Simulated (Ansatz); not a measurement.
# Changed inputs in constrained RPA: K2NiF4 (started from the K2NiF4 type) (I4/mmm), part 2 of 2

What does U in K2NiF4 (started from the K2NiF4 type) (I4/mmm) depend on besides the window?

Ansatz 0.2.0; constrained RPA on LDA, plane waves, PAW.

So far. Step 4 (Changed: smooth pair densities): On the Ni eg shell, screening brings the on-site interaction from 22.1 eV down to U = 7.65 eV. Step 5 (Changed: accuracy high): On the Ni eg shell, screening brings the on-site interaction from 22.1 eV down to U = 7.57 eV.

The structure was built from a prototype and need not be the compound's stable phase.

## 7. Changed: volume -6 %

The cell differs from the one that the last finished run ended in (a 6.825 → 6.686 Å, b 6.825 → 6.686 Å, c 6.825 → 6.686 Å).

Input file input.yaml:

```yaml
crystal:
  lattice:
    - [6.1116233324, 1.9164565423, -1.9164565423]
    - [6.1116233324, -1.9164565423, 1.9164565423]
    - [-6.1116233324, -1.9164565423, -1.9164565423]
  atoms:
    - { symbol: K, position: [0.3567234915, 0.3567234915, 0.0] }
    - { symbol: K, position: [0.6432765085, 0.6432765085, 0.0] }
    - { symbol: Ni, position: [0.0, 0.0, 0.0] }
    - { symbol: F, position: [0.0, 0.5, 0.5] }
    - { symbol: F, position: [0.5, 0.0, 0.5] }
    - { symbol: F, position: [0.1532958182, 0.1532958182, 0.0] }
    - { symbol: F, position: [0.8467041818, 0.8467041818, 0.0] }
kpoints:
  mp_grid: { grid: [12, 12, 12] }
hamiltonian:
  xc: lda
scf:
  occupations: { method: gaussian, width: 0.08 }
  n_extra_bands: 19
  max_iter: 150
  lower_state_search: "off"
output:
  crpa:
    kmesh: [6, 6, 6]
    target_bands: [v1, c1]
    projections: [{ species: Ni, l: d, shell: 3, orbitals: [dz2, dx2-y2] }]
  local_orbitals:
    kmesh: [6, 6, 6]
    orbitals: [{ species: Ni, l: d, shell: 3, orbitals: [dz2, dx2-y2] }]
    window: { bands: [v1, c1] }
    seedname: lo
```

Run with:

```bash
$ ansatz run input.yaml --threads 3 --pin off --max-ram 92160MiB --backend cuda --events-out ev --progress --plain --runs-dir out --devices 1 --max-vram 13GiB  # rebuilt from the run's record
```

Numbers of over 12 decimals in the logs are rounded to 6 here.

The log of the run:

```text
[...]
GPUs: using 1 of 1 available (devices: 1).
[...]
GPU FFT provider: cuFFT
GPU libraries: cuBLAS 13.8.2, cuFFT 12.4.0, cuSOLVER 12.3.4
Crystal: 7 atoms, lattice volume = 89.787 Å³
Basis set: ecut = 420 eV, 1745 PW (Γ)
Bands: 51, of which v1, the nominal top of the filled ones, is band 32 counted from 1 (31 counted from 0)
Symmetry: 16 space group operations
[...]
k-points: 163 of 1728
[...]
k-point 162: bands = [... 28 lower, 6.3397, 6.7705, 6.7705, 6.9539, 7.6331, 11.8736, 12.7888, 13.0008, ... 15 higher]
[...]
χ-basis size per q: N_G = 314..332
[...]
Site 2, 3D, 2 of 5 d orbitals (Wannier functions 1, 2; wannier90's mr 1, 4):
      screened: U = 7.6467 eV, U' = 6.1813 eV, J = 0.7383 eV
      screened, to within: U = 2.7e-2 eV, U' = 2.7e-2 eV, J = 1.3e-3 eV
      bare: V = 22.1851 eV, V' = 20.2551 eV, J = 0.9782 eV
[...]
[key lines of the parts left out:]
SCF converged after 11 iterations
Free energy (F): -11945.848291 eV
Fermi energy:    8.196134 eV
```

Run time: 7.6 min. Hardware: 1 × NVIDIA H100 80GB HBM3 (shared by 6 runs) with 3 threads of AMD EPYC 7R13 (Zen 3), shared host; peak memory 1.7 GiB; 8.6 min of CPU time.

Numbers from this step:

- U: 7.647 eV
- U prime (inter-orbital): 6.181 eV
- J: 0.7383 eV
- bare V: 22.19 eV
- bare J: 0.9782 eV
- stated bound on U: 0.02658 eV
- U over bare V: 0.3447
- electrons in the window: 2.000
- head of the constrained inverse dielectric matrix: 0.4322
- least eigenvalue of the projection's overlap: 0.6895
- target functions: 2
- bands in the sums: 66
- r.m.s. miss of the model bands: 5.64e-4 eV
- width of the target bands: 2.353 eV
- weight of the projected orbitals in the window: 0.7839

On the Ni eg shell, screening brings the on-site interaction from 22.2 eV down to U = 7.65 eV.

## 8. Changed: volume -3 %

The cell differs from the one that the last finished run ended in (a 6.686 → 6.756 Å, b 6.686 → 6.756 Å, c 6.686 → 6.756 Å).

Changes to input.yaml since step 7:

```diff
@@ -2,5 +2,5 @@
   lattice:
-    - [6.1116233324, 1.9164565423, -1.9164565423]
-    - [6.1116233324, -1.9164565423, 1.9164565423]
-    - [-6.1116233324, -1.9164565423, -1.9164565423]
+    - [6.1759609375, 1.9366312516, -1.9366312516]
+    - [6.1759609375, -1.9366312516, 1.9366312516]
+    - [-6.1759609375, -1.9366312516, -1.9366312516]
   atoms:
```

The log of the run:

```text
[...]
GPUs: using 1 of 1 available (devices: 1).
[...]
GPU FFT provider: cuFFT
GPU libraries: cuBLAS 13.8.2, cuFFT 12.4.0, cuSOLVER 12.3.4
Crystal: 7 atoms, lattice volume = 92.653 Å³
Basis set: ecut = 420 eV, 1889 PW (Γ)
Bands: 51, of which v1, the nominal top of the filled ones, is band 32 counted from 1 (31 counted from 0)
Symmetry: 16 space group operations
[...]
k-points: 163 of 1728
[...]
k-point 162: bands = [... 28 lower, 5.9360, 6.3356, 6.3356, 6.4823, 7.1238, 11.3567, 12.3798, 12.4346, ... 15 higher]
[...]
χ-basis size per q: N_G = 326..344
[...]
Site 2, 3D, 2 of 5 d orbitals (Wannier functions 1, 2; wannier90's mr 1, 4):
      screened: U = 7.6155 eV, U' = 6.1544 eV, J = 0.7360 eV
      screened, to within: U = 2.1e-2 eV, U' = 2.1e-2 eV, J = 1.2e-3 eV
      bare: V = 22.1490 eV, V' = 20.2233 eV, J = 0.9760 eV
[...]
[key lines of the parts left out:]
SCF converged after 11 iterations
Free energy (F): -11945.922753 eV
Fermi energy:    7.670294 eV
```

Wall time 6.4 min (1 × NVIDIA H100 80GB HBM3 (shared by 6 runs) with 3 threads); peak memory 1.7 GiB; 7.5 min of CPU time.

This step gave:

```
U                                                 : 7.615 eV
U prime (inter-orbital)                           : 6.154 eV
J                                                 : 0.7360 eV
bare V                                            : 22.15 eV
bare J                                            : 0.9760 eV
stated bound on U                                 : 0.02098 eV
U over bare V                                     : 0.3438
electrons in the window                           : 2.000
head of the constrained inverse dielectric matrix : 0.4361
least eigenvalue of the projection's overlap      : 0.6935
target functions                                  : 2
bands in the sums                                 : 66
r.m.s. miss of the model bands                    : 5.33e-4 eV
width of the target bands                         : 2.255 eV
weight of the projected orbitals in the window    : 0.7875
```

On the Ni eg shell, screening brings the on-site interaction from 22.1 eV down to U = 7.62 eV.

## 9. Side by side

Times are wall times on 1 × NVIDIA H100 80GB HBM3 (shared by 6 runs) with 3 threads of AMD EPYC 7R13 (Zen 3), shared host, good to a factor of about two.

```csv
run,bare V (eV),U (eV),J (eV),bound on U (eV),width (eV),time
target window,22.10,7.566,0.733,0.0156,2.16,5.2 min
4×4×4 mesh,22.12,7.435,0.732,0.0228,2.16,54 s
smooth pair densities,22.10,7.649,0.799,0.0042,2.16,3.8 min
accuracy high,22.10,7.567,0.733,0.0013,2.16,6.2 min
volume -6 %,22.19,7.647,0.738,0.0266,2.35,7.6 min
volume -3 %,22.15,7.615,0.736,0.0210,2.25,6.4 min
```

## 10. Outcome

```yaml
target_window: U 7.57 eV, J 0.73 eV
4x4x4_mesh: U 7.44 eV, J 0.73 eV
smooth_pair_densities: U 7.65 eV, J 0.80 eV
accuracy_high: U 7.57 eV, J 0.73 eV
volume_minus_6: U 7.65 eV, J 0.74 eV
volume_minus_3: U 7.62 eV, J 0.74 eV
```

What this shows: 4×4×4 mesh moves U by −0.13 eV at 0.17 times the time. Smooth pair densities moves U by +0.08 eV. Accuracy high moves U by +0.002 eV (within the solver's bounds, for the mean over orbitals). Volume -6 % moves U by +0.08 eV. Volume -3 % moves U by +0.05 eV. The printed bound covers the solver alone, not the mesh, and no denser mesh than the base was run. The parent state is non-magnetic and the interaction static (zero frequency); U depends on the window and the orbitals, so it belongs to this model alone.

[Paths, hosts, dates, memory and timing lines, banners, echoed tables and standing remarks are left out of the program output.]

[Logs are printed without paths, hosts, clocks, repeated set-up lines and the standing remarks that a program may print on its own settings, such as how far it seeks lower states.]

[Runs of the session that timed out or met a known fault of the program may be left out.]

[Hosts, paths, dates, database ids (printed as entryN), source tags and the programs' standing remarks are cut or masked in the printed files.]
